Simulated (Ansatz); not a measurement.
# Mg4Mn2SiHg, from a guessed structure to a relaxed one

This structure for Mg4Mn2SiHg is made up. Its elements were placed in a known structure type with a cell scaled to their sizes. What cell does the guess relax to, and how far off was it?

Program: Ansatz 0.2.0. Level of theory: DFT, PBEsol, plane-wave PAW, files of the set soft_1, scalar-relativistic, ferromagnetic start, cell and ions relaxed at zero pressure; PAW set soft_1, in the first sound run; inputs show where later runs differ. Results are calculated unless marked as measured.

### Step 1. The structure

The structure is orthorhombic, space group Amm2 (No. 38). Conventional cell: a = 4.920 Å, b = 5.955 Å, c = 10.596 Å, α = 90.00°, β = 90.00°, γ = 90.00°. Nearest to Hg lie 8 Mg at 2.94 to 3.07 Å and 2 Mn at 2.98 Å and 2 Si at 3.18 Å. Mn has 8 Mg at 2.96 to 3.12 Å and 2 Hg at 2.98 Å and 2 Mn at 3.03 Å nearest. Nearest to Mn lie 2 Si at 2.98 Å and 8 Mg at 3.01 to 3.07 Å and 2 Mn at 3.03 Å. Si has 8 Mg at 2.91 to 3.07 Å and 2 Mn at 2.98 Å and 2 Hg at 3.18 Å nearest. Nearest to Mg lie 4 Mg at 2.84 to 3.14 Å and 2 Si at 2.91 Å and 4 Mn at 2.96 to 3.12 Å and 2 Hg at 3.01 to 3.07 Å. Nearest to Mg lie 4 Mg at 2.92 to 3.14 Å and 2 Hg at 2.94 Å and 4 Mn at 3.01 to 3.07 Å and 2 Si at 3.01 to 3.07 Å. Farther neighbours are not listed.

As a file:

```cif
data_structure
_symmetry_space_group_name_H-M 'P 1'
_symmetry_Int_Tables_number 1
_cell_length_a 4.9200
_cell_length_b 6.0774
_cell_length_c 6.0774
_cell_angle_alpha 58.672
_cell_angle_beta 90.000
_cell_angle_gamma 90.000
_cell_volume 155.22
loop_
_atom_site_label
_atom_site_type_symbol
_atom_site_fract_x
_atom_site_fract_y
_atom_site_fract_z
_atom_site_occupancy
Hg1 Hg 0.50000 0.65610 0.65610 1
Mn2 Mn 0.50000 0.16920 0.16920 1
Mn3 Mn 0.00000 0.33620 0.33620 1
Si4 Si 0.00000 0.84590 0.84590 1
Mg5 Mg 0.50000 0.14480 0.66840 1
Mg6 Mg 0.50000 0.66840 0.14480 1
Mg7 Mg 0.00000 0.34620 0.83580 1
Mg8 Mg 0.00000 0.83580 0.34620 1
```

### Step 2. Relaxing cell and atoms

The guessed cell has no reason to be at equilibrium. It is relaxed with the atoms, within the space group of the guess.

The input, input.yaml:

```yaml
crystal:
  lattice:
    - [4.92, 0.0, 0.0]
    - [0.0, 2.9775, 5.298]
    - [0.0, -2.9775, 5.298]
  atoms:
    - { symbol: Hg, position: [0.5, 0.6561, 0.6561] }
    - { symbol: Mn, position: [0.5, 0.1692, 0.1692], spin: 4.0 }
    - { symbol: Mn, position: [0.0, 0.3362, 0.3362], spin: 4.0 }
    - { symbol: Si, position: [0.0, 0.8459, 0.8459] }
    - { symbol: Mg, position: [0.5, 0.1448, 0.6684] }
    - { symbol: Mg, position: [0.5, 0.6684, 0.1448] }
    - { symbol: Mg, position: [0.0, 0.3462, 0.8358] }
    - { symbol: Mg, position: [0.0, 0.8358, 0.3462] }
magnetization:
  spin_polarized: true
kpoints:
  mp_grid: { grid: [6, 5, 5] }
scf:
  occupations: { method: fermi_dirac, width: 0.05 }
hamiltonian:
  xc: pbesol
  pseudopotentials: { kind: paw, azcp: { folder: soft_1 }, xc_functional: pbe }
relax:
  f_tol: 0.015
  max_steps: 70
  cell: {}
output:
  forces: true
  stress: true
```

On the command line:

```sh
ansatz run input.yaml --threads 4 --pin off --max-ram 10240MiB --backend cpu --events-out ev --progress --plain --runs-dir out
```

Numbers of over 12 decimals in the logs are rounded to 6 here.

Log:

```text
Engine: ansatz 0.2.0, aarch64-unknown-linux-gnu
Pseudopotentials: kind: paw
Pseudopotential: Hg, paw, valence charge 20, recommended cutoff 420 eV (normal), soft_1/Hg.paw.azcp
Pseudopotential: Mn, paw, valence charge 15, recommended cutoff 420 eV (normal), soft_1/Mn.paw.azcp
Pseudopotential: Si, paw, valence charge 4, recommended cutoff 420 eV (normal), soft_1/Si.paw.azcp
Pseudopotential: Mg, paw, valence charge 10, recommended cutoff 420 eV (normal), soft_1/Mg.paw.azcp
Functional definition: PBEsol
  exchange = pbesol_x
  correlation = pbesol_c
Crystal: 8 atoms, lattice volume = 155.224 Å³
Basis set: ecut = 420 eV, 3025 PW (Γ), exchange–correlation on 72×90×90 points (8 copies of the dense FFT grid, shifted against one another)
Bands: 62, of which v1, the nominal top of the filled ones, is band 47 counted from 1 (46 counted from 0)
Symmetry: 4 space group operations
Space group: Amm2 (ITA 38), of the structure as read, at distance tolerance 5.4e-5 Å
Magnetic group: BNS 38.187 (UNI 285), of the structure as read, at distance tolerance 5.4e-5 Å
k-points: 36 of 150 (time reversal used)
Non-local potential: Hg, projectors of the file, l = 0: 3, l = 1: 2, l = 2: 2, l = 3: 1
Non-local potential: Mn, projectors of the file, l = 0: 3, l = 1: 2, l = 2: 3, l = 3: 1
Non-local potential: Si, projectors of the file, l = 0: 2, l = 1: 2, l = 2: 1
Non-local potential: Mg, projectors of the file, l = 0: 3, l = 1: 2, l = 2: 1
PAW form: soft (Blöchl's): semilocal exchange-correlation on the pseudo side does not see the compensation charge
PAW frozen core: Hg, regenerated for the run's functional, and the local potential with it (the file was generated under x = pbe(κ = 0.804, μ = 0.219515), c = pbe(β = 0.066725))
PAW frozen core: Mn, regenerated for the run's functional, and the local potential with it (the file was generated under x = pbe(κ = 0.804, μ = 0.219515), c = pbe(β = 0.066725))
PAW frozen core: Si, regenerated for the run's functional, and the local potential with it (the file was generated under x = pbe(κ = 0.804, μ = 0.219515), c = pbe(β = 0.066725))
PAW frozen core: Mg, regenerated for the run's functional, and the local potential with it (the file was generated under x = pbe(κ = 0.804, μ = 0.219515), c = pbe(β = 0.066725))
PAW one-centre angular grid: Hg, 590 points (default); XC on 64 Gauss nodes
PAW one-centre angular grid: Mn, 590 points (default); XC on 64 Gauss nodes
PAW one-centre angular grid: Si, 110 points (default); XC on 64 Gauss nodes
PAW one-centre angular grid: Mg, 110 points (default); XC on 64 Gauss nodes
Initial density: superposition of atomic densities (chi_scale 0.1, normalization cell, long waves kept (reshape's long-wave potential 0.02 eV rms))
Starting moments: Σ|m| = 8 μB on 2 of 8 sites
Initial wavefunctions: pseudopotential atomic-orbital guess
Functional: x = pbesol(κ = 0.804, μ = 0.123457), c = pbesol(β = 0.046)
SCF iter   1: F=—  HF=-29679.510180 eV  |F-HF|=—  |Δ(HF+E_count)|=         —  Δρ=5.17e-2 (↑4.89e-2 ↓5.17e-2)  dr2=3.43e1  dr2_m=4.34e-2  M=7.257 μB ∫|m|=7.971 μB  β_m=0.30  ethr=3.10e-3  ⟨swp⟩=6.5  Hψ=16414  notcnv=0  defer=24
Mixer restart at iter 1: flushing history
preconditioner: auto → Kerker (q_TF=auto, 2.509 Å⁻¹)  [metal: Δε(μ)=0.006 eV  Ē_g=6.182 eV  σ=0.050 eV  W_gap=0.03  n_scr=44 (ndim 8)  ℏωp=18.4 eV  f_vac=0.000  D(μ)=6.12/eV (n_scr^D=46)]
spin=Collinear: Kerker preconditioning applied to the charge; magnetization (m = ρ↑ − ρ↓) channel mixes plain (no charge-response kernel on spin).
SCF iter   2: F=—  HF=-29677.406298 eV  |F-HF|=—  |Δ(HF+E_count)|=    2.10e0  Δρ=2.62e-2 (↑2.11e-2 ↓2.62e-2)  dr2=1.11e1  dr2_m=4.61e-2  M=7.161 μB ∫|m|=7.969 μB  β_m=0.43  ethr=3.10e-3  ⟨swp⟩=2.7  Hψ=9018  notcnv=0  defer=294
SCF iter   3: F=—  HF=-29676.117990 eV  |F-HF|=—  |Δ(HF+E_count)|=    1.29e0  Δρ=1.23e-2 (↑9.18e-3 ↓1.23e-2)  dr2=2.92e0  dr2_m=1.82e-2  M=7.068 μB ∫|m|=7.959 μB  β_m=0.59  ethr=3.10e-3  ⟨swp⟩=2.8  Hψ=7399  notcnv=0  defer=304
SCF iter   4: F=—  HF=-29675.257848 eV  |F-HF|=—  |Δ(HF+E_count)|=   8.60e-1  Δρ=1.08e-2 (↑1.08e-2 ↓1.01e-2)  dr2=4.74e-1  dr2_m=6.55e-3  M=7.126 μB ∫|m|=8.056 μB  β_m=0.55  ethr=3.10e-3  ⟨swp⟩=3.0  Hψ=7042  notcnv=0  defer=315
SCF iter   5: F=—  HF=-29675.405094 eV  |F-HF|=—  |Δ(HF+E_count)|=   1.47e-1  Δρ=7.38e-3 (↑3.18e-3 ↓7.38e-3)  dr2=1.49e-1  dr2_m=1.26e-2  M=7.209 μB ∫|m|=8.142 μB  β_m=0.77  ethr=5.04e-4  ⟨swp⟩=2.5  Hψ=7845  notcnv=0  defer=315
SCF iter   6: F=—  HF=-29675.517356 eV  |F-HF|=—  |Δ(HF+E_count)|=         —  Δρ=4.18e-3 (↑4.18e-3 ↓2.40e-3)  dr2=6.05e-2  dr2_m=9.50e-3  M=7.378 μB ∫|m|=8.340 μB  β_m=0.77  ethr=1.58e-4  ⟨swp⟩=3.0  Hψ=7880  notcnv=0  defer=315
Mixer restart at iter 6: flushing history
SCF iter   7: F=—  HF=-29675.510413 eV  |F-HF|=—  |Δ(HF+E_count)|=   6.94e-3  Δρ=1.14e-3 (↑1.14e-3 ↓1.07e-3)  dr2=9.61e-3  dr2_m=3.27e-4  M=7.369 μB ∫|m|=8.346 μB  β_m=0.78  ethr=6.44e-5  ⟨swp⟩=2.1  Hψ=7836  notcnv=0  defer=308
SCF iter   8: F=—  HF=-29675.508652 eV  |F-HF|=—  |Δ(HF+E_count)|=   1.76e-3  Δρ=1.60e-3 (↑1.60e-3 ↓6.73e-4)  dr2=8.90e-3  dr2_m=4.05e-4  M=7.368 μB ∫|m|=8.355 μB  β_m=0.67  ethr=1.02e-5  ⟨swp⟩=2.0  Hψ=8545  notcnv=0  defer=308
SCF iter   9: F=—  HF=-29675.507089 eV  |F-HF|=—  |Δ(HF+E_count)|=   1.56e-3  Δρ=3.05e-4 (↑3.05e-4 ↓2.65e-4)  dr2=6.80e-4  dr2_m=8.65e-6  M=7.372 μB ∫|m|=8.360 μB  β_m=0.71  ethr=9.47e-6  ⟨swp⟩=2.0  Hψ=7928  notcnv=0  defer=308
SCF iter  10: F=—  HF=-29675.506997 eV  |F-HF|=—  |Δ(HF+E_count)|=   9.12e-5  Δρ=2.10e-4 (↑1.22e-4 ↓2.10e-4)  dr2=1.75e-4  dr2_m=5.31e-6  M=7.377 μB ∫|m|=8.367 μB  β_m=0.85  ethr=7.23e-7  ⟨swp⟩=2.0  Hψ=5237  notcnv=0  defer=308
SCF iter  11: F=—  HF=-29675.507056 eV  |F-HF|=—  |Δ(HF+E_count)|=   5.88e-5  Δρ=1.15e-4 (↑9.05e-5 ↓1.15e-4)  dr2=7.34e-5  dr2_m=3.73e-6  M=7.380 μB ∫|m|=8.371 μB  β_m=0.93  ethr=1.87e-7  ⟨swp⟩=2.0  Hψ=6891  notcnv=0  defer=308
SCF iter  12: F=—  HF=-29675.507049 eV  |F-HF|=—  |Δ(HF+E_count)|=   7.57e-6  Δρ=1.18e-4 (↑1.18e-4 ↓5.72e-5)  dr2=4.52e-5  dr2_m=1.48e-6  M=7.380 μB ∫|m|=8.370 μB  β_m=0.70  ethr=7.81e-8  ⟨swp⟩=2.0  Hψ=7526  notcnv=0  defer=308
SCF iter  13: F=—  HF=-29675.507040 eV  |F-HF|=—  |Δ(HF+E_count)|=   8.61e-6  Δρ=2.76e-5 (↑1.19e-5 ↓2.76e-5)  dr2=1.62e-6  dr2_m=2.49e-7  M=7.379 μB ∫|m|=8.370 μB  β_m=0.85  ethr=4.81e-8  ⟨swp⟩=2.0  Hψ=7703  notcnv=0  defer=308
SCF iter  14: F=—  HF=-29684.871536 eV  |F-HF|=—  |Δ(HF+E_count)|=         —  Δρ=2.06e-1 (↑2.06e-1 ↓1.95e-1)  dr2=1.71e-1  dr2_m=5.73e1  M=0.663 μB ∫|m|=7.475 μB  β_m=1.00  ethr=1.72e-9  ⟨swp⟩=2.0  Hψ=7312  notcnv=0  defer=308
Mixer restart at iter 14: flushing history
[...]
SCF iter   3: F=—  HF=-29683.349155 eV  |F-HF|=—  |Δ(HF+E_count)|=         —  Δρ=1.96e-1 (↑1.96e-1 ↓1.85e-1)  dr2=1.78e-1  dr2_m=4.71e1  M=0.849 μB ∫|m|=6.841 μB  β_m=1.00  ethr=2.08e-9  ⟨swp⟩=2.2  Hψ=6161  notcnv=0
Mixer restart at iter 3: flushing history
SCF iter   4: F=—  HF=-29676.043281 eV  |F-HF|=—  |Δ(HF+E_count)|=    7.31e0  Δρ=4.55e-2 (↑2.15e-2 ↓4.55e-2)  dr2=6.24e-1  dr2_m=1.43e0  M=0.004 μB ∫|m|=7.841 μB  β_m=0.63  ethr=5.32e-5  ⟨swp⟩=4.6  Hψ=11850  notcnv=0  defer=18
SCF iter   5: F=—  HF=-29675.671429 eV  |F-HF|=—  |Δ(HF+E_count)|=   3.72e-1  Δρ=8.93e-3 (↑8.93e-3 ↓3.42e-3)  dr2=1.04e-1  dr2_m=1.79e-2  M=0.227 μB ∫|m|=7.710 μB  β_m=0.62  ethr=5.32e-5  ⟨swp⟩=3.2  Hψ=11973  notcnv=0  defer=310
SCF iter   6: F=—  HF=-29675.666423 eV  |F-HF|=—  |Δ(HF+E_count)|=         —  Δρ=1.05e-2 (↑5.98e-3 ↓1.05e-2)  dr2=2.41e-2  dr2_m=8.62e-2  M=0.052 μB ∫|m|=7.877 μB  β_m=0.62  ethr=5.32e-5  ⟨swp⟩=2.7  Hψ=9346  notcnv=0  defer=308
Mixer restart at iter 6: flushing history
SCF iter   7: F=—  HF=-29675.643699 eV  |F-HF|=—  |Δ(HF+E_count)|=   2.27e-2  Δρ=3.19e-3 (↑3.19e-3 ↓8.08e-4)  dr2=1.04e-2  dr2_m=4.39e-3  M=0.071 μB ∫|m|=7.867 μB  β_m=0.66  ethr=2.57e-5  ⟨swp⟩=2.1  Hψ=8573  notcnv=0  defer=308
SCF iter   8: F=—  HF=-29675.650215 eV  |F-HF|=—  |Δ(HF+E_count)|=         —  Δρ=3.03e-3 (↑2.18e-3 ↓3.03e-3)  dr2=2.54e-3  dr2_m=8.48e-3  M=0.008 μB ∫|m|=7.914 μB  ethr=1.11e-5  ⟨swp⟩=2.0  Hψ=8822  notcnv=0  defer=308
Mixer restart at iter 8: flushing history
SCF iter   9: F=—  HF=-29675.842546 eV  |F-HF|=—  |Δ(HF+E_count)|=         —  Δρ=2.33e-5 (↑6.42e-6 ↓2.33e-5)  dr2=1.47e-6  dr2_m=1.08e-7  M=6.914 μB ∫|m|=7.790 μB  β_m=0.66  ethr=2.08e-9  ⟨swp⟩=3.0  Hψ=11570  notcnv=0
SCF iter  10: F=—  HF=-29675.842548 eV  |F-HF|=—  |Δ(HF+E_count)|=   1.33e-6  Δρ=1.89e-5 (↑1.89e-5 ↓1.28e-5)  dr2=4.29e-7  dr2_m=2.19e-7  M=6.914 μB ∫|m|=7.789 μB  β_m=0.67  ethr=1.56e-9  ⟨swp⟩=2.0  Hψ=8524  notcnv=0
SCF iter  11: F=—  HF=-29675.842548 eV  |F-HF|=—  |Δ(HF+E_count)|=   2.97e-7  Δρ=1.16e-5 (↑6.21e-6 ↓1.16e-5)  dr2=3.04e-7  dr2_m=7.51e-8  M=6.913 μB ∫|m|=7.789 μB  β_m=0.75  ethr=4.56e-10  ⟨swp⟩=2.0  Hψ=7836  notcnv=0
SCF iter  12: F=—  HF=-29675.842548 eV  |F-HF|=—  |Δ(HF+E_count)|=   3.70e-7  Δρ=9.07e-6 (↑4.42e-6 ↓9.07e-6)  dr2=1.81e-7  dr2_m=5.24e-8  M=6.913 μB ∫|m|=7.789 μB  β_m=0.88  ethr=3.23e-10  ⟨swp⟩=2.0  Hψ=5309  notcnv=0
SCF iter  13: F=—  HF=-29675.842548 eV  |F-HF|=—  |Δ(HF+E_count)|=   1.30e-7  Δρ=2.56e-6 (↑1.42e-6 ↓2.56e-6)  dr2=1.93e-8  dr2_m=1.89e-9  M=6.913 μB ∫|m|=7.789 μB  β_m=0.82  ethr=1.93e-10  ⟨swp⟩=2.0  Hψ=5666  notcnv=0
SCF iter  14: F=—  HF=-29675.842548 eV  |F-HF|=—  |Δ(HF+E_count)|=   1.31e-8  Δρ=1.20e-6 (↑1.20e-6 ↓7.78e-7)  dr2=1.69e-9  dr2_m=7.74e-10  M=6.913 μB ∫|m|=7.789 μB  β_m=0.76  ethr=2.06e-11  ⟨swp⟩=2.0  Hψ=5409  notcnv=0
SCF iter  15: F=—  HF=-29675.842548 eV  |F-HF|=—  |Δ(HF+E_count)|=  2.07e-10  Δρ=5.74e-7 (↑3.03e-7 ↓5.74e-7)  dr2=1.21e-9  dr2_m=3.54e-11  M=6.913 μB ∫|m|=7.789 μB  β_m=0.75  ethr=1.79e-12  ⟨swp⟩=2.0  Hψ=7794  notcnv=0
SCF iter  16: F=—  HF=-29675.842548 eV  |F-HF|=—  |Δ(HF+E_count)|=   1.08e-9  Δρ=4.70e-7 (↑1.71e-7 ↓4.70e-7)  dr2=6.59e-10  dr2_m=3.32e-11  M=6.913 μB ∫|m|=7.789 μB  β_m=0.83  ethr=1.29e-12  ⟨swp⟩=2.0  Hψ=5291  notcnv=0
SCF iter  17: F=—  HF=-29675.842548 eV  |F-HF|=—  |Δ(HF+E_count)|=  7.28e-10  Δρ=4.03e-7 (↑7.91e-8 ↓4.03e-7)  dr2=4.63e-10  dr2_m=3.69e-11  M=6.913 μB ∫|m|=7.789 μB  β_m=0.91  ethr=1.00e-12  ⟨swp⟩=1.9  Hψ=4995  notcnv=0
SCF iter  18: F=—  HF=-29675.842548 eV  |F-HF|=—  |Δ(HF+E_count)|=  6.98e-10  Δρ=1.17e-7 (↑6.89e-8 ↓1.17e-7)  dr2=3.76e-11  dr2_m=6.07e-12  M=6.913 μB ∫|m|=7.789 μB  β_m=0.91  ethr=1.00e-12  ⟨swp⟩=2.0  Hψ=7171  notcnv=0
SCF iter  19: F=-29675.842548 eV  HF=-29675.842548 eV  |F-HF|=7.28e-11  |Δ(HF+E_count)|=  5.46e-11  Δρ=1.19e-7 (↑6.04e-8 ↓1.19e-7)  dr2=6.73e-11  dr2_m=1.33e-12  M=6.913 μB ∫|m|=7.789 μB  ethr=1.00e-12  ⟨swp⟩=3.0  Hψ=13417  notcnv=0
SCF 8 converged in 19 iterations: F = -29675.842548 eV  dr2 = 6.73e-11
relax step   8: F+E_penalty+E_count = -29675.84254849 eV  Δ(F+E_penalty+E_count) = +3.523e-3 eV  max|allowed force component| = 1.129e-2 eV/Å  Δτ_max = 0.0000 Å  P = -0.025 GPa  Ω = 141.247 Å³  stress off target by 3.60e-2 GPa  SCF on the basis re-selected at this cell (its energy is not comparable with the rows above)  (19 SCF iters)
basis re-selected at this cell: Δ(F+E_penalty+E_count) = +3.523e-3 eV, ΔP = -0.001 GPa vs the last step (what re-selecting the basis moved, of the pressure what is left beyond the Pulay correction that the steps carried, after the strain that the cell walked since its last selection, with what the two solves' SCF thresholds leave and, on support functions, any second-order correction that the steps lacked; it is no measure of the basis error at this ecutwfc). The dense FFT grid was sized anew with the basis: this SCF ran on 32×40×40 points, the steps before it on 36×45×45, so part of this shift can come from that change (see relax.cell in the input reference). [rest of the remark cut]
SCF converged after 19 iterations
Magnetization: 6.9132 μB (50.4566 up, 43.5434 down)
Absolute magnetization: 7.7927 μB (∫|ρ↑−ρ↓|, with the PAW one-centre terms)
Spin contamination: 0.5322 ħ² per cell (⟨S²⟩ above its minimum at these occupations)
Per-site moments (μB) at R_I (Å): [(-0.018602, 1.176991), (3.458104, 1.148663), (3.467255, 1.151823), (-0.026145, 1.170645), (-0.038542, 1.148663), (-0.038542, 1.148663), (-0.036003, 1.151823), (-0.036003, 1.151823)]
Free energy (F): -29675.842548 eV
Harris-Foulkes:  -29675.842548 eV  (|F-HF|=7.28e-11)
Internal energy: -29675.801857 eV  (E = F + TS)
E sigma→0 (E₀):  -29675.822203 eV
Entropy (-TS):   -0.040691 eV (-5.086 meV/atom)
Fermi energy:    10.412713 eV
--- Per-component energies (eV) ---
  E_band       = -2299.046668
  E_kinetic    = 1527.249586
  E_local      = -14468.098722  (includes V_loc(G=0)·N_el)
  E_nonlocal   = 1818.929898
  E_hartree    = 5430.674011
  E_xc         = -585.496135
  E_vxc        = -709.756700  (∫ρ·V_xc dr)
  E_paw        = -14067.461391  (= ΣΔE_a)
  E_vpaw       = -1328.719331  (= ΣTr[D̂ρ^β])
  E_aug_tail   = 0.000086  (compensation charges beyond the density's cutoff)
  E_ewald      = -9332.534211
  E_core_change = 0.935021  (= ΣΔE_core)
  E_smearing   = -0.040691  (= −TS)
  E_closure    = -0.000000  (closes the sum)
  Σ components = -29675.842548   (vs F -29675.842548, Δ=0.00e0)
--- Forces (eV/Å), atoms counted from 1 ---
  atom   1  Hg     0.00000000     0.00000000     0.00239614
  atom   2  Mn    -0.00000000    -0.00000000    -0.00319537
  atom   3  Mn     0.00000000    -0.00000000    -0.01129315
  atom   4  Si    -0.00000000    -0.00000000     0.00315672
  atom   5  Mg    -0.00000000    -0.00363621    -0.00286143
  atom   6  Mg    -0.00000000     0.00363621    -0.00286143
  atom   7  Mg     0.00000000     0.00303314     0.00732857
  atom   8  Mg     0.00000000    -0.00303314     0.00732857
  max |Σ_I F_I| component: 1.39e-6 eV/Å
--- Stress (GPa, compression-positive) ---
       -0.012155      -0.000000      -0.000000
       -0.000000      -0.026307      -0.000000
       -0.000000      -0.000000      -0.035963
  P = ⅓ Tr σ = -0.0248 GPa (-0.248 kbar)
--- Relaxed structure (7 steps of the walk, 7 accepted, 1 SCFs on fresh bases) ---
  F+E_penalty+E_count = -29675.84254849 eV   max|allowed force component| = 1.129e-2 eV/Å   (the final SCF, on the basis selected at the relaxed cell)
  cell:  # Å, volume = 141.2471 Å³
    - [4.784862, 0, 0]
    - [0, 2.921959, 5.051334]
    - [0, -2.921959, 5.051334]
  atoms:
    - { symbol: Hg, position: [0.5, 0.644972, 0.644972] }
    - { symbol: Mn, position: [0.5, 0.163296, 0.163296] }
    - { symbol: Mn, position: [0, 0.338525, 0.338525] }
    - { symbol: Si, position: [0, 0.856721, 0.856721] }
    - { symbol: Mg, position: [0.5, 0.149441, 0.647237] }
    - { symbol: Mg, position: [0.5, 0.647237, 0.149441] }
    - { symbol: Mg, position: [0, 0.346121, 0.856287] }
    - { symbol: Mg, position: [0, 0.856287, 0.346121] }
```

It took 3 min on 4 threads of Arm Neoverse V2, shared host; peak memory 1 GiB; 12 min of CPU time.

Step by step:

```tsv
step	energy less that of the first step (eV)	largest force component (eV/Å)	pressure (GPa)	volume (Å³)
1	0.0000	0.5953	-4.49	155.22
2	-0.2896	0.4585	1.33	137.95
3	-0.3314	0.1254	-0.07	141.17
4	-0.3359	0.0218	-0.08	141.21
5	-0.3374	0.0226	0.05	140.95
6	-0.3388	0.0149	0.03	141.09
7	-0.3390	0.0120	-0.02	141.25
8*	-0.3355	0.0113	-0.02	141.25
```

Relaxation steps marked * repeat the geometry before them on a plane-wave basis chosen anew for their cell, so energy and pressure can jump there.

The run keeps the 4 symmetry operations that it works with, so distortions that break them were not tested.

```tsv
conventional cell, symmetrised	before	after	change
a (Å)	4.920	4.785	-2.7 %
b (Å)	5.955	5.844	-1.9 %
c (Å)	10.596	10.103	-4.7 %
volume (Å³/atom)	19.40	17.66	-9.0 %
```

The atoms that moved most (Å, as changes of fractional coordinates times the final cell):

```tsv
atom	dx	dy	dz	length
Mg7	0.000	-0.060	0.103	0.119
Mg8	0.000	0.060	0.103	0.119
Mg5	0.000	0.075	-0.083	0.112
Mg6	0.000	-0.075	-0.083	0.112
Hg1	0.000	0.000	-0.112	0.112
Si4	0.000	0.000	0.109	0.109
Mn2	0.000	0.000	-0.060	0.060
Mn3	0.000	0.000	0.023	0.023
```

Numbers from this step:

- free energy: -29675.8425 eV
- energy at zero smearing: -29675.8222 eV
- smearing term TS: 0.04069 eV
- Fermi energy: 10.41 eV
- magnetization: 6.913 μB
- absolute magnetization: 7.793 μB
- site moments: -0.01860, 3.458, 3.467, -0.02614, -0.03854, -0.03854, -0.03600, -0.03600 μB
- electrons: 94
- symmetry operations: 4
- pressure: -0.02481 GPa

Site moment by atom:

```tsv
atom	site moment (μB)
Hg1	-0.02
Mn2	3.46
Mn3	3.47
Si4	-0.03
Mg5	-0.04
Mg6	-0.04
Mg7	-0.04
Mg8	-0.04
```

The shortest distance of each pair, which need not be the same contact before and after:

```tsv
pair	guess (Å)	relaxed (Å)
Mg–Mn	2.959	2.785
Mg–Si	2.912	2.838
Hg–Mg	2.942	2.853
Mg–Mg	2.837	2.863
Mn–Si	2.979	2.928
```

The relaxation ends with a largest force component of 0.011 eV/Å and a pressure of -0.02 GPa.

(Part 1 of 2 ends here.)

[Logs are printed without paths, hosts, clocks, repeated set-up lines and the standing remarks that a program may print on its own settings, such as how far it seeks lower states.]

[Hosts, paths, dates, database ids (printed as entryN), source tags and the programs' standing remarks are cut or masked in the printed files.]
